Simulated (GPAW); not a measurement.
# How Pb absorbs and reflects light

Aim: the dielectric function of Pb, and the optical constants that follow from it.

Calculated with GPAW 26.7.0; DFT, PBE, plane-wave PAW (GPAW data sets), scalar-relativistic, RPA, optical limit.

Report form: the programs' logs are mostly left out.

### Step 1. The structure

It takes space group Fm-3m (No. 225, cubic). Conventional cell: a = 4.950 Å, b = 4.950 Å, c = 4.950 Å, α = 90.00°, β = 90.00°, γ = 90.00°. Pb has 12 Pb at 3.50 Å nearest.

### Step 2. Ground state

The self-consistent density comes first; it also tells whether there is a gap, which decides the occupations and the need for a Drude term.

This step: DFT, PBE, plane-wave PAW (GPAW data sets), scalar-relativistic, ground state (GPAW 26.7.0).

Input file gs.py:

```python
from ase import Atoms
from ase.dft.bandgap import bandgap
from gpaw import GPAW, PW, FermiDirac

atoms = Atoms(['Pb'],
              cell=[[0.000000000000, 2.475020000000, 2.475020000000],
                    [2.475020000000, 0.000000000000, 2.475020000000],
                    [2.475020000000, 2.475020000000, 0.000000000000]],
              scaled_positions=[[0.000000000000, 0.000000000000, 0.000000000000]],
              pbc=[True, True, True])
atoms.calc = GPAW(mode=PW(500), xc='PBE', kpts={'size': (8, 8, 8), 'gamma': True},
                  occupations=FermiDirac(0.05), maxiter=150, txt='gs.txt')
print('energy (eV)', atoms.get_potential_energy())
print('Fermi level (eV)', atoms.calc.get_fermi_level())
print('valence electrons', atoms.calc.get_number_of_electrons())
print('gap (eV)', bandgap(atoms.calc, output=None)[0])
print('direct gap (eV)', bandgap(atoms.calc, direct=True, output=None)[0])
atoms.calc.write('gs.gpw')
```

Started as:

```bash
> OMP_NUM_THREADS=1 python gs.py
```

Wall time 7 s (1 thread of Arm Neoverse N1, shared host); peak memory 0.13 GiB.

Read-outs, printed or worked out from the files:

```
energy       : -3.815 eV
Fermi energy : 7.588 eV
electrons    : 14
```

There are states at the Fermi level within the smearing, so the occupations stay smeared and the carriers get a Drude term.

### Step 3. Bands for the response

At the fixed density, many empty bands are solved on the mesh of the response, since the spectrum sums over them.

This step: DFT, PBE, plane-wave PAW (GPAW data sets), scalar-relativistic, bands at fixed density (GPAW 26.7.0).

Input file nscf.py:

```python
from ase.dft.bandgap import bandgap
from gpaw import GPAW, FermiDirac

calc = GPAW('gs.gpw').fixed_density(kpts={'size': (15, 15, 15), 'gamma': True}, nbands=38, convergence={'bands': 32},
                                    occupations=FermiDirac(0.05), txt='nscf.txt')
print('gap (eV)', bandgap(calc, output=None)[0])
print('direct gap (eV)', bandgap(calc, direct=True, output=None)[0])
print('top band over the Fermi level (eV)', min(calc.get_eigenvalues(kpt=k)[31] for k in range(len(calc.get_ibz_k_points()))) - calc.get_fermi_level())
calc.write('full.gpw', mode='all')
```

Started as:

```bash
> OMP_NUM_THREADS=1 python nscf.py
```

Wall time 2.2 min (1 thread); peak memory 0.2 GiB.

### Step 4. Dielectric function, RPA

Transitions between filled and empty bands, summed over the zone, give the optical response, so mesh, band count and broadening shape it.

The induced potential is part of this response.

This step: DFT, PBE, plane-wave PAW (GPAW data sets), scalar-relativistic, RPA, optical limit (GPAW 26.7.0).

Input file df.py:

```python
from gpaw.response.df import DielectricFunction

df = DielectricFunction('full.gpw', frequencies={'type': 'nonlinear', 'domega0': 0.03, 'omega2': 8},
                        ecut=50,
                        eta=0.15,
                        nbands=32,
                        rate=0.05,
                        txt='df.txt')
for direction in ['x']:
    df.get_dielectric_function(xc='RPA', direction=direction, filename=f'df_{direction}.csv')
```

Started as:

```bash
> OMP_NUM_THREADS=1 python df.py
```

Wall time 20 s (1 thread); peak memory 0.2 GiB.

Some rows of df_x.csv (energy; Re and Im without local fields; Re and Im with them):

```text
0.000000, 37882.316872, -0.000000, 37881.388230, -0.000000
0.460735, -411.048404, 95.483738, -412.025151, 95.447729
0.943989, -80.150443, 17.094725, -81.338485, 16.898328
1.451455, -23.986574, 22.823616, -25.237863, 22.089550
1.984998, -12.629761, 20.988992, -13.701223, 19.846530
2.546682, -19.772307, 24.904795, -19.176483, 23.702237
3.138794, -15.299572, 12.286073, -14.933974, 11.664981
3.763875, -14.118876, 7.996133, -13.669717, 7.835372
4.424758, -8.510231, 2.747710, -8.514367, 2.573808
5.124608, -6.550561, 1.724738, -6.543053, 1.612026
5.866977, -4.214677, 0.931401, -4.301686, 0.821830
6.655862, -2.455585, 0.771662, -2.657650, 0.602926
7.495775, -1.739046, 0.958691, -1.867940, 0.701336
8.391833, -1.441822, 1.229825, -1.333223, 0.901819
9.349861, -1.160408, 0.913957, -1.017064, 0.721647
10.376517, -0.781543, 0.802742, -0.633737, 0.670365
11.479449, -0.462778, 0.482722, -0.379587, 0.381975
12.667487, -0.129825, 0.364786, -0.076241, 0.257437
13.950874, 0.148048, 0.248080, 0.177797, 0.179715
```

Sum at mesh points, not converged in k. Table of Im ε, E ∥ x by photon energy; read off at these points:

| photon energy (eV) | Im ε, E ∥ x |
| --- | --- |
| 0.500 | 75.6 |
| 0.750 | 24.6 |
| 1.000 | 17.2 |
| 1.250 | 17.0 |
| 1.500 | 23.0 |
| 1.556 | 23.5 |
| 1.750 | 18.5 |
| 2.000 | 19.9 |
| 2.250 | 23.2 |
| 2.394 | 26.0 |
| 2.500 | 24.9 |
| 2.750 | 14.8 |
| 3.000 | 11.8 |
| 3.250 | 10.0 |
| 3.500 | 8.92 |
| 3.750 | 8.06 |
| 4.000 | 4.74 |
| 4.250 | 2.85 |
| 4.500 | 2.74 |
| 4.750 | 2.71 |
| 5.000 | 1.90 |
| 5.250 | 1.38 |
| 5.500 | 0.991 |
| 5.750 | 0.919 |
| 6.000 | 0.733 |
| 6.250 | 0.639 |
| 6.500 | 0.621 |
| 6.750 | 0.618 |
| 7.000 | 0.725 |
| 7.250 | 0.888 |
| 7.500 | 0.699 |
| 7.750 | 0.703 |
| 8.000 | 0.830 |
| 8.250 | 0.916 |
| 8.500 | 0.797 |
| 8.750 | 0.731 |
| 9.000 | 0.799 |
| 9.250 | 0.802 |
| 9.500 | 0.644 |
| 9.750 | 0.590 |
| 10.000 | 0.620 |
| 10.250 | 0.694 |
| 10.500 | 0.662 |
| 10.750 | 0.533 |
| 11.000 | 0.458 |
| 11.250 | 0.426 |
| 11.500 | 0.381 |
| 11.750 | 0.398 |
| 12.000 | 0.364 |
| 12.250 | 0.289 |
| 12.500 | 0.249 |
| 12.750 | 0.268 |
| 13.000 | 0.254 |
| 13.250 | 0.252 |
| 13.500 | 0.224 |
| 13.750 | 0.177 |

Values under 1 per cm are given as 1; sum at mesh points, not converged in k. Absorption coefficient, E ∥ x against photon energy:

| photon energy (eV) | absorption coefficient, E ∥ x (1/cm) |
| --- | --- |
| 0.492 | 9.5e5 |
| 1.010 | 8.5e5 |
| 1.486 | 8.1e5 |
| 1.985 | 8.7e5 |
| 2.508 | 1.3e6 |
| 3.018 | 1.3e6 |
| 3.510 | 1.3e6 |
| 3.980 | 1.5e6 |
| 4.516 | 1.3e6 |
| 4.981 | 1.4e6 |
| 5.515 | 1.3e6 |
| 6.021 | 1.2e6 |
| 6.494 | 1.1e6 |
| 6.985 | 1.0e6 |
| 7.496 | 1.1e6 |
| 8.026 | 9.8e5 |
| 8.516 | 1.0e6 |
| 9.023 | 9.7e5 |
| 9.483 | 9.8e5 |
| 10.026 | 8.9e5 |
| 10.519 | 9.4e5 |
| 11.029 | 8.7e5 |
| 11.479 | 7.9e5 |
| 12.023 | 7.6e5 |
| 12.504 | 5.9e5 |
| 13.000 | 5.0e5 |
| 13.512 | 4.2e5 |

Sum at mesh points, not converged in k. The reflectivity at normal incidence, E ∥ x by photon energy; read off at these points:

| photon energy (eV) | reflectivity at normal incidence, E ∥ x (%) |
| --- | --- |
| 0.500 | 97.8 |
| 0.750 | 97.3 |
| 1.000 | 94.5 |
| 1.250 | 88.6 |
| 1.500 | 77.9 |
| 1.750 | 76.4 |
| 2.000 | 68.9 |
| 2.250 | 65.6 |
| 2.500 | 72.2 |
| 2.750 | 78.5 |
| 3.000 | 74.7 |
| 3.250 | 76.3 |
| 3.500 | 74.5 |
| 3.750 | 77.8 |
| 4.000 | 83.1 |
| 4.250 | 85.8 |
| 4.290 | 85.8 |
| 4.500 | 81.8 |
| 4.750 | 81.0 |
| 5.000 | 84.3 |
| 5.250 | 86.0 |
| 5.416 | 87.4 |
| 5.500 | 87.2 |
| 5.750 | 85.9 |
| 6.000 | 86.4 |
| 6.250 | 85.8 |
| 6.500 | 83.4 |
| 6.750 | 80.4 |
| 7.000 | 73.1 |
| 7.250 | 68.3 |
| 7.500 | 71.1 |
| 7.750 | 65.3 |
| 8.000 | 58.0 |
| 8.250 | 53.6 |
| 8.500 | 57.9 |
| 8.750 | 55.1 |
| 9.000 | 50.1 |
| 9.250 | 50.9 |
| 9.500 | 53.9 |
| 9.750 | 51.2 |
| 10.000 | 46.1 |
| 10.250 | 42.3 |
| 10.500 | 43.9 |
| 10.750 | 49.6 |
| 10.808 | 50.0 |
| 11.000 | 49.1 |
| 11.250 | 47.4 |
| 11.500 | 45.9 |
| 11.750 | 40.7 |
| 12.000 | 43.8 |
| 12.102 | 45.9 |
| 12.250 | 43.5 |
| 12.500 | 41.4 |
| 12.750 | 32.2 |
| 13.000 | 30.5 |
| 13.250 | 24.9 |
| 13.500 | 25.4 |
| 13.750 | 20.4 |

Sum at mesh points, not converged in k. Loss function −Im 1/ε at q → 0, E ∥ x against energy loss; read off at these points:

| energy loss (eV) | loss function −Im 1/ε at q → 0, E ∥ x |
| --- | --- |
| 0.500 | 5.9e-4 |
| 0.750 | 0.00114 |
| 1.000 | 0.00338 |
| 1.250 | 0.00924 |
| 1.500 | 0.0205 |
| 1.750 | 0.0247 |
| 2.000 | 0.0346 |
| 2.250 | 0.0359 |
| 2.500 | 0.0268 |
| 2.750 | 0.0238 |
| 3.000 | 0.0331 |
| 3.250 | 0.0323 |
| 3.500 | 0.0377 |
| 3.750 | 0.0322 |
| 4.000 | 0.0269 |
| 4.250 | 0.0254 |
| 4.500 | 0.0379 |
| 4.750 | 0.0408 |
| 5.000 | 0.0355 |
| 5.250 | 0.0344 |
| 5.500 | 0.0349 |
| 5.750 | 0.0425 |
| 6.000 | 0.0450 |
| 6.250 | 0.0527 |
| 6.500 | 0.0692 |
| 6.750 | 0.0934 |
| 7.000 | 0.151 |
| 7.250 | 0.179 |
| 7.500 | 0.177 |
| 7.750 | 0.255 |
| 8.000 | 0.333 |
| 8.250 | 0.378 |
| 8.500 | 0.345 |
| 8.750 | 0.427 |
| 9.000 | 0.497 |
| 9.250 | 0.478 |
| 9.500 | 0.509 |
| 9.750 | 0.634 |
| 10.000 | 0.762 |
| 10.250 | 0.794 |
| 10.500 | 0.779 |
| 10.750 | 0.762 |
| 11.000 | 0.925 |
| 11.250 | 1.09 |
| 11.500 | 1.35 |
| 11.750 | 1.61 |
| 12.000 | 1.58 |
| 12.250 | 2.20 |
| 12.500 | 2.98 |
| 12.750 | 3.55 |
| 13.000 | 3.87 |
| 13.250 | 3.91 |
| 13.500 | 4.33 |
| 13.599 | 4.59 |
| 13.750 | 4.05 |

The Im ε, E ∥ x has structure finer than the step of the table below, so its rows give means over 0.5 eV, whole bins alone (the curve runs from 0.305 to 14.0 eV). Peaks (eV: height): without local fields 1.56: 24.3, 2.39: 27.8; with local fields 1.56: 23.5, 2.39: 26.0.

Sum at mesh points, not converged in k. The Im ε, E ∥ x by photon energy; means over each step:

| photon energy (eV) | without local fields | with local fields |
| --- | --- | --- |
| 1.0 | 18.8 | 18.6 |
| 1.5 | 21.5 | 20.8 |
| 2.0 | 21.4 | 20.1 |
| 2.5 | 24.1 | 22.7 |
| 3.0 | 12.7 | 12.0 |
| 3.5 | 9.60 | 9.12 |
| 4.0 | 5.03 | 4.93 |
| 4.5 | 2.93 | 2.75 |
| 5.0 | 2.10 | 1.97 |
| 5.5 | 1.15 | 1.05 |
| 6.0 | 0.864 | 0.753 |
| 6.5 | 0.764 | 0.616 |
| 7.0 | 1.03 | 0.751 |
| 7.5 | 1.02 | 0.735 |
| 8.0 | 1.24 | 0.819 |
| 8.5 | 1.15 | 0.820 |
| 9.0 | 1.11 | 0.793 |
| 9.5 | 0.864 | 0.662 |
| 10.0 | 0.856 | 0.635 |
| 10.5 | 0.767 | 0.641 |
| 11.0 | 0.572 | 0.465 |
| 11.5 | 0.497 | 0.394 |
| 12.0 | 0.416 | 0.356 |
| 12.5 | 0.351 | 0.264 |
| 13.0 | 0.334 | 0.255 |
| 13.5 | 0.281 | 0.221 |

From ε follow the optical constants at some laser and lamp lines:

| wavelength (nm) | n | k | R (%) | 1/α |
| --- | --- | --- | --- | --- |
| 1550 | 0.95 | 11.204 | 97.1 | 11 nm |
| 1064 | 1.30 | 7.074 | 90.6 | 12 nm |
| 633 | 2.27 | 4.382 | 69.7 | 11 nm |
| 405 | 1.48 | 4.095 | 74.2 | 7.9 nm |
| 308 | 0.63 | 3.555 | 83.5 | 6.9 nm |
| 248 | 0.35 | 2.682 | 84.3 | 7.4 nm |
| 193 | 0.18 | 1.759 | 84.3 | 8.7 nm |

A polished face would reflect 68 % of daylight and look faintly violet (CIE x = 0.303, y = 0.312 under D65).

### Step 5. Summary of results

At this level (PBE, RPA) Pb is a metal. The mesh is too coarse to trust the carriers' weight, the reflectivity or the colour to better than tens of per cent. A polished face would reflect 68 % of daylight and look faintly violet (CIE x = 0.303, y = 0.312 under D65). The carriers' damping of 0.05 eV is typed, not computed; it shapes the response at the lowest energies. Spin-orbit coupling is left out although heavy atoms are present. GPAW's carrier term has the form −ωp²/(ω + i·rate)², which damps like twice the rate and fails at low energy, so the curves leave the lowest energies out. The sum runs over mesh points 0.15 Å⁻¹ apart with no interpolation, so peaks are partly noise of the mesh, and the Drude plasma energy, a sum over the Fermi surface, isn't converged.

[Machine, clock and banner lines and Python warnings are left out of the logs.]

[Logs are printed without paths, hosts, clocks, repeated set-up lines and the standing remarks that a program may print on its own settings, such as how far it seeks lower states.]

[Hosts, paths, dates, database ids (printed as entryN), source tags and the programs' standing remarks are cut or masked in the printed files.]
